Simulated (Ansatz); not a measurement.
**LuCrGa4Ir: relaxing a made-up structure**

Starting from a made-up structure for LuCrGa4Ir, the aim is the relaxed cell, its shortest contacts and, where a second run follows, its electronic structure.

Calculated with Ansatz 0.2.0; DFT, PBEsol, plane-wave PAW, files of the set soft_1, scalar-relativistic, ferromagnetic start, cell and ions relaxed at zero pressure; PAW set soft_1, in the first sound run; inputs show where later runs differ.

**1. The starting structure**

Symmetry: P4/mmm, No. 123, tetragonal system. The conventional cell has a = 4.111 Å, b = 4.111 Å, c = 6.667 Å, α = 90.00°, β = 90.00°, γ = 90.00°. Nearest to Ir lie 8 Ga at 2.37 Å. Nearest to Lu lie 4 Cr at 2.91 Å and 8 Ga at 2.98 Å. Nearest to Ga lie 5 Ga at 2.36 to 2.91 Å and 2 Ir at 2.37 Å and 2 Cr at 2.98 Å and 2 Lu at 2.98 Å. Nearest to Cr lie 4 Lu at 2.91 Å and 8 Ga at 2.98 Å. Farther neighbours are not listed.

**2. Relaxing cell and atoms**

The guess takes its coordinates from another compound and its volume from a rule, so the cell and any free coordinates are relaxed together.

input.yaml

```yaml
crystal:
  lattice:
    - [4.111, 0.0, 0.0]
    - [0.0, 4.111, 0.0]
    - [0.0, 0.0, 6.667]
  atoms:
    - { symbol: Ir, position: [0.0, 0.0, 0.5], spin: 0.6 }
    - { symbol: Lu, position: [0.0, 0.0, 0.0] }
    - { symbol: Ga, position: [0.5, 0.0, 0.6768] }
    - { symbol: Ga, position: [0.0, 0.5, 0.6768] }
    - { symbol: Ga, position: [0.5, 0.0, 0.3232] }
    - { symbol: Ga, position: [0.0, 0.5, 0.3232] }
    - { symbol: Cr, position: [0.5, 0.5, 0.0], spin: 3.0 }
magnetization:
  spin_polarized: true
kpoints:
  mp_grid: { grid: [7, 7, 4] }
scf:
  occupations: { method: fermi_dirac, width: 0.05 }
hamiltonian:
  xc: pbesol
  pseudopotentials: { kind: paw, azcp: { folder: soft_1 }, xc_functional: pbe }
relax:
  f_tol: 0.015
  max_steps: 70
  cell: {}
output:
  forces: true
  stress: true
```

Launch:

```console
> ansatz run input.yaml --threads 4 --pin off --max-ram 10240MiB --backend cpu --events-out ev --progress --plain --runs-dir out
```

Numbers of over 12 decimals in the logs are rounded to 6 here.

The log of the run:

```text
Engine: ansatz 0.2.0, x86_64-unknown-linux-gnu
Pseudopotentials: kind: paw
Pseudopotential: Ir, paw, valence charge 17, recommended cutoff 420 eV (normal), soft_1/Ir.paw.azcp
Pseudopotential: Lu, paw, valence charge 25, recommended cutoff 420 eV (normal), soft_1/Lu.paw.azcp
Pseudopotential: Ga, paw, valence charge 13, recommended cutoff 420 eV (normal), soft_1/Ga.paw.azcp
Pseudopotential: Cr, paw, valence charge 14, recommended cutoff 420 eV (normal), soft_1/Cr.paw.azcp
Functional definition: PBEsol
  exchange = pbesol_x
  correlation = pbesol_c
Crystal: 7 atoms, lattice volume = 112.674 Å³
Basis set: ecut = 420 eV, 2199 PW (Γ), exchange–correlation on 60×60×90 points (8 copies of the dense FFT grid, shifted against one another)
Bands: 67, of which v1, the nominal top of the filled ones, is band 54 counted from 1 (53 counted from 0)
Symmetry: 16 space group operations
Space group: P4/mmm (ITA 123), of the structure as read, at distance tolerance 4.8e-5 Å
Magnetic group: BNS 123.339 (UNI 999), of the structure as read, at distance tolerance 4.8e-5 Å
k-points: 30 of 196
Non-local potential: Ir, projectors of the file, l = 0: 3, l = 1: 2, l = 2: 2, l = 3: 1
Non-local potential: Lu, projectors of the file, l = 0: 3, l = 1: 2, l = 2: 2, l = 3: 3
Non-local potential: Ga, projectors of the file, l = 0: 2, l = 1: 2, l = 2: 3, l = 3: 1
Non-local potential: Cr, projectors of the file, l = 0: 3, l = 1: 2, l = 2: 3, l = 3: 1
PAW form: soft (Blöchl's): semilocal exchange-correlation on the pseudo side does not see the compensation charge
PAW frozen core: Ir, regenerated for the run's functional, and the local potential with it (the file was generated under x = pbe(κ = 0.804, μ = 0.219515), c = pbe(β = 0.066725))
PAW frozen core: Lu, regenerated for the run's functional, and the local potential with it (the file was generated under x = pbe(κ = 0.804, μ = 0.219515), c = pbe(β = 0.066725))
PAW frozen core: Ga, regenerated for the run's functional, and the local potential with it (the file was generated under x = pbe(κ = 0.804, μ = 0.219515), c = pbe(β = 0.066725))
PAW frozen core: Cr, regenerated for the run's functional, and the local potential with it (the file was generated under x = pbe(κ = 0.804, μ = 0.219515), c = pbe(β = 0.066725))
PAW one-centre angular grid: Ir, 590 points (default); XC on 64 Gauss nodes
PAW one-centre angular grid: Lu, 590 points (default); XC on 64 Gauss nodes
PAW one-centre angular grid: Ga, 590 points (default); XC on 64 Gauss nodes
PAW one-centre angular grid: Cr, 590 points (default); XC on 64 Gauss nodes
Initial density: superposition of atomic densities (chi_scale 0.1, normalization cell, long waves kept (reshape's long-wave potential 0.08 eV rms))
Starting moments: Σ|m| = 3.6 μB on 2 of 7 sites
Initial wavefunctions: pseudopotential atomic-orbital guess
Functional: x = pbesol(κ = 0.804, μ = 0.123457), c = pbesol(β = 0.046)
SCF iter   1: F=—  HF=-44742.532154 eV  |F-HF|=—  |Δ(HF+E_count)|=         —  Δρ=6.11e-2 (↑6.11e-2 ↓5.65e-2)  dr2=5.17e1  dr2_m=6.41e-2  M=3.228 μB ∫|m|=3.586 μB  β_m=0.30  ethr=3.10e-3  ⟨swp⟩=5.8  Hψ=15216  notcnv=0  defer=8
Mixer restart at iter 1: flushing history
preconditioner: auto → Kerker (q_TF=auto, 2.709 Å⁻¹)  [metal: Δε(μ)=0.010 eV  Ē_g=13.677 eV  σ=0.050 eV  W_gap=0.05  n_scr=36 (ndim 8)  ℏωp=33.2 eV  f_vac=0.000  D(μ)=3.61/eV (n_scr^D=28)]
spin=Collinear: Kerker preconditioning applied to the charge; magnetization (m = ρ↑ − ρ↓) channel mixes plain (no charge-response kernel on spin).
SCF iter   2: F=—  HF=-44737.749273 eV  |F-HF|=—  |Δ(HF+E_count)|=    4.78e0  Δρ=3.51e-2 (↑3.51e-2 ↓3.48e-2)  dr2=2.30e1  dr2_m=4.29e-2  M=3.191 μB ∫|m|=3.584 μB  β_m=0.48  ethr=3.10e-3  ⟨swp⟩=4.1  Hψ=9048  notcnv=0  defer=234
SCF iter   3: F=—  HF=-44734.796409 eV  |F-HF|=—  |Δ(HF+E_count)|=    2.95e0  Δρ=1.54e-2 (↑1.36e-2 ↓1.54e-2)  dr2=3.13e0  dr2_m=2.95e-2  M=3.096 μB ∫|m|=3.536 μB  β_m=0.45  ethr=3.10e-3  ⟨swp⟩=4.0  Hψ=8585  notcnv=0  defer=239
SCF iter   4: F=—  HF=-44734.776408 eV  |F-HF|=—  |Δ(HF+E_count)|=   2.00e-2  Δρ=1.22e-2 (↑9.84e-3 ↓1.22e-2)  dr2=9.94e-1  dr2_m=3.74e-2  M=3.160 μB ∫|m|=3.576 μB  β_m=0.61  ethr=2.90e-3  ⟨swp⟩=3.6  Hψ=8748  notcnv=0  defer=240
SCF iter   5: F=—  HF=-44734.997267 eV  |F-HF|=—  |Δ(HF+E_count)|=   2.21e-1  Δρ=8.54e-3 (↑8.54e-3 ↓6.13e-3)  dr2=1.59e-1  dr2_m=3.24e-2  M=3.266 μB ∫|m|=3.700 μB  β_m=0.59  ethr=9.20e-4  ⟨swp⟩=3.5  Hψ=8862  notcnv=0  defer=234
SCF iter   6: F=—  HF=-44734.972999 eV  |F-HF|=—  |Δ(HF+E_count)|=         —  Δρ=9.11e-3 (↑9.11e-3 ↓8.50e-3)  dr2=7.13e-2  dr2_m=6.58e-2  M=3.521 μB ∫|m|=4.012 μB  β_m=0.59  ethr=1.47e-4  ⟨swp⟩=3.9  Hψ=9811  notcnv=0  defer=234
Mixer restart at iter 6: flushing history
SCF iter   7: F=—  HF=-44734.972565 eV  |F-HF|=—  |Δ(HF+E_count)|=   4.34e-4  Δρ=4.45e-3 (↑3.60e-3 ↓4.45e-3)  dr2=2.25e-2  dr2_m=1.30e-2  M=3.552 μB ∫|m|=4.045 μB  β_m=0.79  ethr=6.60e-5  ⟨swp⟩=3.2  Hψ=8835  notcnv=0  defer=241
SCF iter   8: F=—  HF=-44734.996590 eV  |F-HF|=—  |Δ(HF+E_count)|=   2.40e-2  Δρ=2.60e-3 (↑2.60e-3 ↓2.14e-3)  dr2=1.49e-2  dr2_m=2.05e-3  M=3.606 μB ∫|m|=4.104 μB  β_m=0.59  ethr=2.08e-5  ⟨swp⟩=3.0  Hψ=9549  notcnv=0  defer=241
SCF iter   9: F=—  HF=-44734.977222 eV  |F-HF|=—  |Δ(HF+E_count)|=   1.94e-2  Δρ=8.71e-4 (↑7.99e-4 ↓8.71e-4)  dr2=4.01e-3  dr2_m=1.15e-4  M=3.611 μB ∫|m|=4.107 μB  β_m=0.76  ethr=1.38e-5  ⟨swp⟩=3.0  Hψ=11301  notcnv=0  defer=254
SCF iter  10: F=—  HF=-44734.977156 eV  |F-HF|=—  |Δ(HF+E_count)|=   6.61e-5  Δρ=5.82e-4 (↑5.82e-4 ↓3.18e-4)  dr2=1.10e-3  dr2_m=7.29e-5  M=3.620 μB ∫|m|=4.117 μB  β_m=0.69  ethr=3.71e-6  ⟨swp⟩=2.0  Hψ=6950  notcnv=0  defer=254
SCF iter  11: F=—  HF=-44734.976779 eV  |F-HF|=—  |Δ(HF+E_count)|=   3.76e-4  Δρ=2.07e-4 (↑2.07e-4 ↓1.64e-4)  dr2=2.99e-4  dr2_m=1.80e-6  M=3.626 μB ∫|m|=4.125 μB  β_m=0.84  ethr=1.02e-6  ⟨swp⟩=2.0  Hψ=7211  notcnv=0  defer=254
SCF iter  12: F=—  HF=-44734.976822 eV  |F-HF|=—  |Δ(HF+E_count)|=   4.23e-5  Δρ=1.02e-4 (↑1.02e-4 ↓8.08e-5)  dr2=6.25e-5  dr2_m=1.13e-6  M=3.623 μB ∫|m|=4.123 μB  β_m=0.92  ethr=2.77e-7  ⟨swp⟩=2.3  Hψ=7315  notcnv=0  defer=254
SCF iter  13: F=—  HF=-44734.976811 eV  |F-HF|=—  |Δ(HF+E_count)|=   1.07e-5  Δρ=4.79e-5 (↑4.79e-5 ↓3.54e-5)  dr2=1.04e-5  dr2_m=2.31e-7  M=3.623 μB ∫|m|=4.124 μB  β_m=0.83  ethr=5.78e-8  ⟨swp⟩=2.2  Hψ=7280  notcnv=0  defer=254
SCF iter  14: F=—  HF=-44734.976808 eV  |F-HF|=—  |Δ(HF+E_count)|=   2.48e-6  Δρ=5.61e-5 (↑5.61e-5 ↓1.85e-5)  dr2=3.56e-6  dr2_m=8.55e-7  M=3.623 μB ∫|m|=4.123 μB  β_m=0.71  ethr=9.67e-9  ⟨swp⟩=3.0  Hψ=8447  notcnv=0  defer=254
[...]
relax step   5: F+E_penalty+E_count = -44736.70963176 eV  Δ(F+E_penalty+E_count) = -2.512e-3 eV  max|allowed force component| = 4.809e-4 eV/Å  Δτ_max = 0.0062 Å  P = +0.047 GPa  Ω = 119.888 Å³  energy of the carried Pulay correction = -2.614e-3 eV  (9 SCF iters, dr2 threshold 7.00e-7 eV, accepted)
[...]
relax step   6: F+E_penalty+E_count = -44736.70969748 eV  Δ(F+E_penalty+E_count) = -6.572e-5 eV  max|allowed force component| = 1.145e-3 eV/Å  Δτ_max = 0.0003 Å  P = +0.014 GPa  Ω = 119.906 Å³  energy of the carried Pulay correction = -2.620e-3 eV  (6 SCF iters, dr2 threshold 4.88e-8 eV, accepted)
Initial wavefunctions: pseudopotential atomic-orbital guess (no wavefunctions were taken with the density)
iter 1 solved again at ethr=6.20e-8 eV; its pass at ethr=3.10e-3 eV (dr2=6.70e-5 eV) is discarded
SCF iter   1: F=—  HF=-44736.711065 eV  |F-HF|=—  |Δ(HF+E_count)|=         —  Δρ=4.53e-4 (↑4.53e-4 ↓3.71e-4)  dr2=2.23e-5  dr2_m=6.95e-6  M=3.801 μB ∫|m|=4.153 μB  β_m=0.65  ethr=6.20e-8  ⟨swp⟩=5.2  Hψ=34072  notcnv=0
spin=Collinear: Kerker preconditioning applied to the charge; magnetization (m = ρ↑ − ρ↓) channel mixes plain (no charge-response kernel on spin).
SCF iter   2: F=—  HF=-44736.712159 eV  |F-HF|=—  |Δ(HF+E_count)|=   1.09e-3  Δρ=1.67e-4 (↑1.67e-4 ↓1.39e-4)  dr2=6.93e-6  dr2_m=8.59e-7  M=3.801 μB ∫|m|=4.153 μB  β_m=0.54  ethr=2.07e-8  ⟨swp⟩=2.0  Hψ=6880  notcnv=0
SCF iter   3: F=—  HF=-44736.712279 eV  |F-HF|=—  |Δ(HF+E_count)|=   1.20e-4  Δρ=8.03e-5 (↑8.03e-5 ↓6.70e-5)  dr2=1.24e-6  dr2_m=1.97e-7  M=3.801 μB ∫|m|=4.153 μB  β_m=0.52  ethr=6.41e-9  ⟨swp⟩=3.0  Hψ=9071  notcnv=0
SCF iter   4: F=—  HF=-44736.712315 eV  |F-HF|=—  |Δ(HF+E_count)|=   3.63e-5  Δρ=8.86e-6 (↑8.86e-6 ↓8.78e-6)  dr2=2.90e-7  dr2_m=5.79e-9  M=3.801 μB ∫|m|=4.153 μB  β_m=0.51  ethr=1.15e-9  ⟨swp⟩=3.0  Hψ=8111  notcnv=0
SCF iter   5: F=—  HF=-44736.712315 eV  |F-HF|=—  |Δ(HF+E_count)|=   4.26e-7  Δρ=5.74e-6 (↑5.06e-6 ↓5.74e-6)  dr2=2.59e-7  dr2_m=1.66e-9  M=3.801 μB ∫|m|=4.153 μB  β_m=0.75  ethr=2.69e-10  ⟨swp⟩=2.7  Hψ=7361  notcnv=0
SCF iter   6: F=—  HF=-44736.712316 eV  |F-HF|=—  |Δ(HF+E_count)|=   2.98e-7  Δρ=3.00e-6 (↑2.77e-6 ↓3.00e-6)  dr2=1.10e-7  dr2_m=3.97e-10  M=3.801 μB ∫|m|=4.153 μB  β_m=0.88  ethr=2.40e-10  ⟨swp⟩=2.0  Hψ=7160  notcnv=0
SCF iter   7: F=—  HF=-44736.712316 eV  |F-HF|=—  |Δ(HF+E_count)|=   1.32e-8  Δρ=1.50e-6 (↑1.50e-6 ↓1.09e-6)  dr2=9.76e-9  dr2_m=2.13e-10  M=3.801 μB ∫|m|=4.153 μB  β_m=0.91  ethr=1.02e-10  ⟨swp⟩=2.7  Hψ=7526  notcnv=0
SCF iter   8: F=—  HF=-44736.712316 eV  |F-HF|=—  |Δ(HF+E_count)|=   1.69e-9  Δρ=1.68e-6 (↑1.68e-6 ↓6.45e-7)  dr2=2.69e-9  dr2_m=9.91e-10  M=3.801 μB ∫|m|=4.153 μB  β_m=0.78  ethr=9.04e-12  ⟨swp⟩=2.8  Hψ=7885  notcnv=0
SCF iter   9: F=—  HF=-44736.712274 eV  |F-HF|=—  |Δ(HF+E_count)|=   4.13e-5  Δρ=5.33e-7 (↑4.64e-7 ↓5.33e-7)  dr2=7.64e-10  dr2_m=9.50e-11  M=3.801 μB ∫|m|=4.153 μB  β_m=0.89  ethr=2.49e-12  ⟨swp⟩=3.0  Hψ=10160  notcnv=0
SCF iter  10: F=—  HF=-44736.712274 eV  |F-HF|=—  |Δ(HF+E_count)|=   2.96e-9  Δρ=2.51e-7 (↑1.98e-7 ↓2.51e-7)  dr2=2.92e-10  dr2_m=1.40e-11  M=3.801 μB ∫|m|=4.153 μB  β_m=0.94  ethr=1.00e-12  ⟨swp⟩=2.0  Hψ=7171  notcnv=0
SCF iter  11: F=—  HF=-44736.712274 eV  |F-HF|=—  |Δ(HF+E_count)|=  5.17e-10  Δρ=1.11e-7 (↑8.07e-8 ↓1.11e-7)  dr2=1.02e-10  dr2_m=1.55e-12  M=3.801 μB ∫|m|=4.153 μB  β_m=0.97  ethr=1.00e-12  ⟨swp⟩=2.0  Hψ=5715  notcnv=0
SCF iter  12: F=—  HF=-44736.712274 eV  |F-HF|=—  |Δ(HF+E_count)|=  1.46e-11  Δρ=9.03e-8 (↑9.03e-8 ↓9.01e-8)  dr2=2.82e-11  dr2_m=6.33e-13  M=3.801 μB ∫|m|=4.153 μB  β_m=0.76  ethr=1.00e-12  ⟨swp⟩=2.0  Hψ=6068  notcnv=0
SCF iter  13: F=—  HF=-44736.712274 eV  |F-HF|=—  |Δ(HF+E_count)|=    0.00e0  Δρ=4.48e-8 (↑4.48e-8 ↓3.88e-8)  dr2=5.86e-12  dr2_m=3.92e-13  M=3.801 μB ∫|m|=4.153 μB  β_m=0.73  ethr=1.00e-12  ⟨swp⟩=2.0  Hψ=5393  notcnv=0
SCF iter  14: F=—  HF=-44736.712274 eV  |F-HF|=—  |Δ(HF+E_count)|=  7.28e-12  Δρ=2.63e-8 (↑2.63e-8 ↓1.96e-8)  dr2=2.25e-12  dr2_m=5.90e-14  M=3.801 μB ∫|m|=4.153 μB  β_m=0.66  ethr=1.00e-12  ⟨swp⟩=1.1  Hψ=4041  notcnv=0
SCF iter  15: F=-44736.712274 eV  HF=-44736.712274 eV  |F-HF|=2.91e-11  |Δ(HF+E_count)|=  7.28e-12  Δρ=9.95e-8 (↑9.95e-8 ↓3.57e-8)  dr2=3.51e-11  dr2_m=1.26e-12  M=3.801 μB ∫|m|=4.153 μB  ethr=1.00e-12  ⟨swp⟩=4.3  Hψ=17848  notcnv=0
SCF 7 converged in 15 iterations: F = -44736.712274 eV  dr2 = 3.51e-11
relax step   7: F+E_penalty+E_count = -44736.71227441 eV  Δ(F+E_penalty+E_count) = -2.577e-3 eV  max|allowed force component| = 1.182e-3 eV/Å  Δτ_max = 0.0000 Å  P = +0.014 GPa  Ω = 119.906 Å³  stress off target by 2.12e-2 GPa  SCF on the basis re-selected at this cell (its energy is not comparable with the rows above)  (15 SCF iters)
basis re-selected at this cell: Δ(F+E_penalty+E_count) = -2.577e-3 eV, ΔP = -0.000 GPa vs the last step (what re-selecting the basis moved, of the pressure what is left beyond the Pulay correction that the steps carried, after the strain that the cell walked since its last selection, with what the two solves' SCF thresholds leave and, on support functions, any second-order correction that the steps lacked; it is no m [...]
SCF converged after 15 iterations
Magnetization: 3.8009 μB (55.9004 up, 52.0996 down)
Absolute magnetization: 4.1537 μB (∫|ρ↑−ρ↓|, with the PAW one-centre terms)
Spin contamination: 0.3002 ħ² per cell (⟨S²⟩ above its minimum at these occupations)
Per-site moments (μB) at R_I (Å): [(0.0030206, 1.046419), (0.033673, 1.184174), (-0.00682636, 1.046419), (-0.00682636, 1.046419), (-0.00682636, 1.046419), (-0.00682636, 1.046419), (3.397980, 1.184174)]
Free energy (F): -44736.712274 eV
Harris-Foulkes:  -44736.712274 eV  (|F-HF|=2.91e-11)
Internal energy: -44736.681398 eV  (E = F + TS)
E sigma→0 (E₀):  -44736.696836 eV
Entropy (-TS):   -0.030876 eV (-4.411 meV/atom)
Fermi energy:    14.077957 eV
--- Per-component energies (eV) ---
  E_band       = -370.507892
  E_kinetic    = 1717.729884
  E_local      = -14534.090328  (includes V_loc(G=0)·N_el)
  E_nonlocal   = 554.660916
  E_hartree    = 7339.701759
  E_xc         = -805.828558
  E_vxc        = -884.974187  (∫ρ·V_xc dr)
  E_paw        = -25428.911636  (= ΣΔE_a)
  E_vpaw       = -1903.238186  (= ΣTr[D̂ρ^β])
  E_aug_tail   = 0.000345  (compensation charges beyond the density's cutoff)
  E_ewald      = -13585.012930
  E_core_change = 5.069149  (= ΣΔE_core)
  E_smearing   = -0.030876  (= −TS)
  E_closure    = -0.000000  (closes the sum)
  Σ components = -44736.712274   (vs F -44736.712274, Δ=0.00e0)
--- Forces (eV/Å), atoms counted from 1 ---
  atom   1  Ir     0.00000000     0.00000000     0.00000000
  atom   2  Lu    -0.00000000     0.00000000     0.00000000
  atom   3  Ga     0.00000000     0.00000000     0.00118186
  atom   4  Ga     0.00000000     0.00000000     0.00118186
  atom   5  Ga     0.00000000     0.00000000    -0.00118186
  atom   6  Ga     0.00000000     0.00000000    -0.00118186
  atom   7  Cr     0.00000000     0.00000000     0.00000000
  max |Σ_I F_I| component: 1.34e-29 eV/Å
--- Stress (GPa, compression-positive) ---
        0.010617       0.000000       0.000000
        0.000000       0.010617       0.000000
        0.000000       0.000000       0.021152
  P = ⅓ Tr σ = 0.0141 GPa (0.141 kbar)
--- Relaxed structure (6 steps of the walk, 6 accepted, 1 SCFs on fresh bases) ---
  F+E_penalty+E_count = -44736.71227441 eV   max|allowed force component| = 1.182e-3 eV/Å   (the final SCF, on the basis selected at the relaxed cell)
  cell:  # Å, volume = 119.9064 Å³
    - [4.265616, 0, 0.0]
    - [0, 4.265616, 0.0]
    - [0.0, 0.0, 6.589899]
  atoms:
    - { symbol: Ir, position: [0, 0, 0.5] }
    - { symbol: Lu, position: [0, 0, 5.947325979907201e-19] }
    - { symbol: Ga, position: [0.5, 0, 0.708416] }
    - { symbol: Ga, position: [0, 0.5, 0.708416] }
    - { symbol: Ga, position: [0.5, 0, 0.291584] }
    - { symbol: Ga, position: [0, 0.5, 0.291584] }
    - { symbol: Cr, position: [0.5, 0.5, 5.947325979907201e-19] }
```

The job ended after 59 s (4 threads of Intel Xeon 6975P-C (Granite Rapids), shared host; peak memory 0.88 GiB).

Step by step:

```csv
step,energy less that of the first step (eV),largest force component (eV/Å),pressure (GPa),volume (Å³)
1,0.0000,3.8050,17.91,112.67
2,-1.5516,0.9428,4.44,117.71
3,-1.6965,0.3909,0.77,120.29
4,-1.7303,0.0630,0.07,120.13
5,-1.7328,0.0005,0.05,119.89
6,-1.7329,0.0011,0.01,119.91
7*,-1.7355,0.0012,0.01,119.91
```

Relaxation steps marked * repeat the geometry before them on a plane-wave basis chosen anew for their cell, so energy and pressure can jump there.

The run keeps the 16 symmetry operations that it works with, so distortions that break them were not tested.

```csv
"conventional cell, symmetrised",before,after,change
a (Å),4.111,4.266,+3.8 %
b (Å),4.111,4.266,+3.8 %
c (Å),6.667,6.590,-1.2 %
volume (Å³/atom),16.10,17.13,+6.4 %
```

The atoms that moved most (Å, as changes of fractional coordinates times the final cell):

```csv
atom,dx,dy,dz,length
Ga3,0.000,0.000,0.208,0.208
Ga4,0.000,0.000,0.208,0.208
Ga5,0.000,0.000,-0.208,0.208
Ga6,0.000,0.000,-0.208,0.208
```

Numbers from this step:

```
free energy             : -44736.7123 eV
energy at zero smearing : -44736.6968 eV
smearing term TS        : 0.03088 eV
Fermi energy            : 14.08 eV
magnetization           : 3.801 μB
absolute magnetization  : 4.154 μB
site moments            : 0.003021, 0.03367, -0.006826, -0.006826, -0.006826, -0.006826, 3.398 μB
electrons               : 108
symmetry operations     : 16
pressure                : 0.01413 GPa
```

Site moment by atom:

```csv
atom,site moment (μB)
Ir1,0.00
Lu2,0.03
Ga3,-0.01
Ga4,-0.01
Ga5,-0.01
Ga6,-0.01
Cr7,3.40
```

Shortest distances by pair of elements, guess and relaxed (not always the same contact):

```csv
pair,guess (Å),relaxed (Å)
Ga–Ir,2.369,2.537
Ga–Ga,2.357,2.747
Ga–Lu,2.978,2.871
Cr–Ga,2.978,2.871
Cr–Lu,2.907,3.016
```

The relaxation ends with a largest force component of 0.0012 eV/Å and a pressure of 0.01 GPa.

(Continued in part 2 of 2.)

[Logs are printed without paths, hosts, clocks, repeated set-up lines and the standing remarks that a program may print on its own settings, such as how far it seeks lower states.]

[Hosts, paths, dates, database ids (printed as entryN), source tags and the programs' standing remarks are cut or masked in the printed files.]
